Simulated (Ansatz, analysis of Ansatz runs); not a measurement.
# Mn2+ on a Ca site in CaO: hyperfine coupling, PBE+U, part 2 of 2

Subject: Mn2+ on a Ca site in CaO. Wanted: its hyperfine coupling, in one set-up (PBE+U, 64-site cell, PBE lattice, 420 eV, k: the single point 1/4 1/4 1/4 then 2x2x2 shifted 0.5 0.5 0.5, U 4 eV on Mn d). The model is a cell of 64 host atoms with 1 Ca taken out and 1 Mn put in. The isotropic coupling follows from the spin density at the nucleus, the nuclear g-factor and the total spin. A Hubbard U on the impurity's d shell is the cheap way to lessen its self-interaction.

Ansatz 0.2.0; PBE+U, 64-site cell, PBE lattice, 420 eV, k: the single point 1/4 1/4 1/4 then 2x2x2 shifted 0.5 0.5 0.5, U 4 eV on Mn d.

So far: Starting point; Relaxation, charge 0.

### 2. Relaxation, charge 0 (continued)

Level of this step: plane-wave PAW DFT, PBE+U; relaxation of all atoms of a defect supercell (Ansatz).

Step by step:

| step | energy less that of the first step (eV) | largest force component (eV/Å) |
| --- | --- | --- |
| 1 | 0.0000 | 0.2438 |
| 2 | -0.0491 | 0.0658 |
| 3 | -0.0542 | 0.0394 |
| 4 | -0.0550 | 0.0073 |

The run keeps the 12 symmetry operations that it works with, so distortions that break them were not tested.

The atoms that moved most (Å):

```csv
atom,dx,dy,dz,length
O53,0.000,0.000,0.041,0.041
O31,0.041,0.000,0.000,0.041
O46,0.000,0.041,0.000,0.041
O61,0.000,0.000,-0.041,0.041
O63,-0.041,0.000,0.000,0.041
O62,0.000,-0.041,0.000,0.041
Ca27,0.016,0.000,-0.016,0.023
Ca28,0.016,-0.016,0.000,0.023
```

Neighbours of Mn57 at the end:

```csv
atom,distance (Å)
O31,2.375
O61,2.375
O53,2.375
O63,2.375
O62,2.375
O46,2.375
Ca28,3.393
Ca42,3.393
Ca44,3.393
Ca27,3.393
Ca50,3.393
Ca51,3.393
Ca60,3.393
Ca58,3.393
Ca59,3.393
Ca19,3.393
```

Numbers from this step:

```
free energy                           : -78484.8848 eV
total moment                          : 5 μB
integral of the absolute spin density : 5.048 μB
spin contamination                    : 0.008508
```

The relaxation ends 0.9 meV an atom lower, with a largest force component of 0.0073 eV/Å.

### 3. Contact spin densities

The relaxed structure is kept, and the final numbers are taken at the final level and k-points.

This step: plane-wave PAW DFT, PBE+U; single point of a defect supercell.

File point/input.yaml:

```yaml
crystal:
  lattice:
    - [9.66155723, 0.0, 0.0]
    - [0.0, 9.66155723, 0.0]
    - [0.0, 0.0, 9.66155723]
  atoms:
    - { symbol: Ca, position: [0.0, 0.0, 0.0] }
    - { symbol: Ca, position: [2.767e-06, 0.250195791, 0.250195791] }
[... 24 atom lines left out ...]
    - { symbol: Ca, position: [0.251688016, 0.5, 0.748311984] }
    - { symbol: Ca, position: [0.251688016, 0.748311984, 0.5] }
[... 2 atom lines left out ...]
    - { symbol: O, position: [0.254209015, 0.499991159, 0.499991159] }
[... 10 atom lines left out ...]
    - { symbol: Ca, position: [0.5, 0.251688016, 0.748311984] }
[... 1 atom line left out ...]
    - { symbol: Ca, position: [0.748311984, 0.251688016, 0.5] }
[... 1 atom line left out ...]
    - { symbol: O, position: [0.499991159, 0.254209015, 0.499991159] }
[... 3 atom lines left out ...]
    - { symbol: Ca, position: [0.5, 0.748311984, 0.251688016] }
[... 2 atom lines left out ...]
    - { symbol: O, position: [0.499991159, 0.499991159, 0.254209015] }
[... 3 atom lines left out ...]
    - { symbol: Mn, position: [0.5, 0.5, 0.5], spin: 5.0 }
[... 3 atom lines left out ...]
    - { symbol: O, position: [0.500008841, 0.500008841, 0.745790985] }
    - { symbol: O, position: [0.500008841, 0.745790985, 0.500008841] }
    - { symbol: O, position: [0.745790985, 0.500008841, 0.500008841] }
    - { symbol: O, position: [0.749784989, 0.749784989, 0.749784989] }
basis:
  ecutwfc: 420
  xc_grid: 2
hamiltonian:
  xc: pbe
  hubbard: { sites: [{ species: Mn, l: d, u_eff: 4.0 }] }
kpoints:
  mp_grid: { grid: [2, 2, 2], shift: [0.5, 0.5, 0.5] }
magnetization:
  spin_polarized: true
  initial_magnetization: 5
  spin_locking: { lock_magnetization: hard }
scf:
  occupations: { method: fermi_dirac, width: 0.01 }
  max_iter: 120
output:
  forces: true
  efg: {}
  eigenvalues: true
checkpoint:
  read: "../relax.run"
```

Run with:

```sh
ansatz run input.yaml --threads 2 --pin off --max-ram 4710MiB --backend cpu --events-out ev --progress --plain --runs-dir out
```

Numbers of over 12 decimals in the logs are rounded to 6 here.

The log of the run:

```text
[...]
Warning: at least one further symmetry operation maps every atom of the structure, as the run holds it, onto an atom to within 2.50e-5 (fractional), and is not used: no operation is sought that the atoms, as the run holds them, miss by more than 2.00e-5, [...]
[...]
Crystal: 64 atoms, lattice volume = 901.865 Å³
Basis set: ecut = 420 eV, 17557 PW (Γ), exchange–correlation on 144×144×144 points (8 copies of the dense FFT grid, shifted against one another)
Bands: 325, of which v1, the nominal top of the filled ones, is band 259 counted from 1 (258 counted from 0)
Symmetry: 12 space group operations
[...]
k-points: 2 of 8
[...]
Starting moments: Σ|m| = 5 μB on 1 of 64 sites; this step starts from the density that it was given
[...]
iter 1 solved again at ethr=1.65e-7 eV; its pass at ethr=3.10e-3 eV (dr2=8.52e-4 eV) is discarded
[...]
atom  44  Ca V_zz =    +0.259591   η = 0.5461   by run symmetry: allowed
[...]
atom  46  O  V_zz =    +2.746826   η = 0.0000   by run symmetry: allowed
[...]
atom  53  O  V_zz =    +2.746826   η = 0.0000   by run symmetry: allowed
[...]
atom  57  Mn V_zz =    -0.001426   η = 0.0000   by run symmetry: allowed
[...]
atom  61  O  V_zz =    +2.746826   η = 0.0000   by run symmetry: allowed
[...]
atom  62  O  V_zz =    +2.746826   η = 0.0000   by run symmetry: allowed
[...]
atom  63  O  V_zz =    +2.746826   η = 0.0000   by run symmetry: allowed
[...]
--- Band table (eV) ---
[...]
[... further k-points left out ...]
Occupation matrices written to <dir>
[key lines of the parts left out:]
SCF converged after 5 iterations
Magnetization: 5.0000 μB (261.0000 up, 256.0000 down)
Free energy (F): -78484.884814 eV
Fermi energy:    9.718988 (↑ 9.752777, ↓ 9.494018) eV
```

Wall time 89 s (2 threads of Arm Neoverse V2, shared host); peak memory 3.2 GiB.

Read from the output:

```
free energy                           : -78484.8848 eV
total moment                          : 5 μB
integral of the absolute spin density : 5.048 μB
spin contamination                    : 0.008508
```

The largest moments in the atoms' spheres: Mn57 4.39, O61 0.02, O53 0.02, O62 0.02, O46 0.02, O63 0.02 μB.

Isotropic hyperfine couplings from the contact spin densities (Fermi contact term with core polarisation, no dipolar part), the largest:

```
atom  isotope  distance from the centre (Å)  contact spin density (e/Å³)  A (MHz)
Mn57     55Mn                          0.00                        -3.78   -123.9
 O31      17O                          2.37                        0.257     -4.6
 O46      17O                          2.37                        0.257     -4.6
 O53      17O                          2.37                        0.257     -4.6
 O61      17O                          2.37                        0.257     -4.6
 O62      17O                          2.37                        0.257     -4.6
 O63      17O                          2.37                        0.257     -4.6
Ca25     43Ca                          4.83                       0.0667     -0.6
Ca41     43Ca                          4.83                       0.0667     -0.6
Ca49     43Ca                          4.83                       0.0667     -0.6
```

### 4. Summary of results

- 55Mn, isotropic: -123.9 MHz
- integral of the absolute spin density: 5.05 μB
- time of the whole chain: 4.1 min on 2 threads

**Reading.** 55Mn, isotropic: computed -123.9 MHz, measured -242.2 MHz; 118.3 MHz (49 %) smaller in size than the measurement. Only the isotropic (Fermi contact) part is computed, with core polarisation; no vibrational averaging. The coupling of Mn2+ comes from the polarisation of the s shells by the d electrons, which semilocal functionals understate.

[Logs are printed without paths, hosts, clocks, repeated set-up lines and the standing remarks that a program may print on its own settings, such as how far it seeks lower states.]

[Hosts, paths, dates, database ids (printed as entryN), source tags and the programs' standing remarks are cut or masked in the printed files.]

[For some hosts the program warned that the k-mesh of the response run may be too coarse for force constants and the static dielectric constant; such warnings are not shown here.]
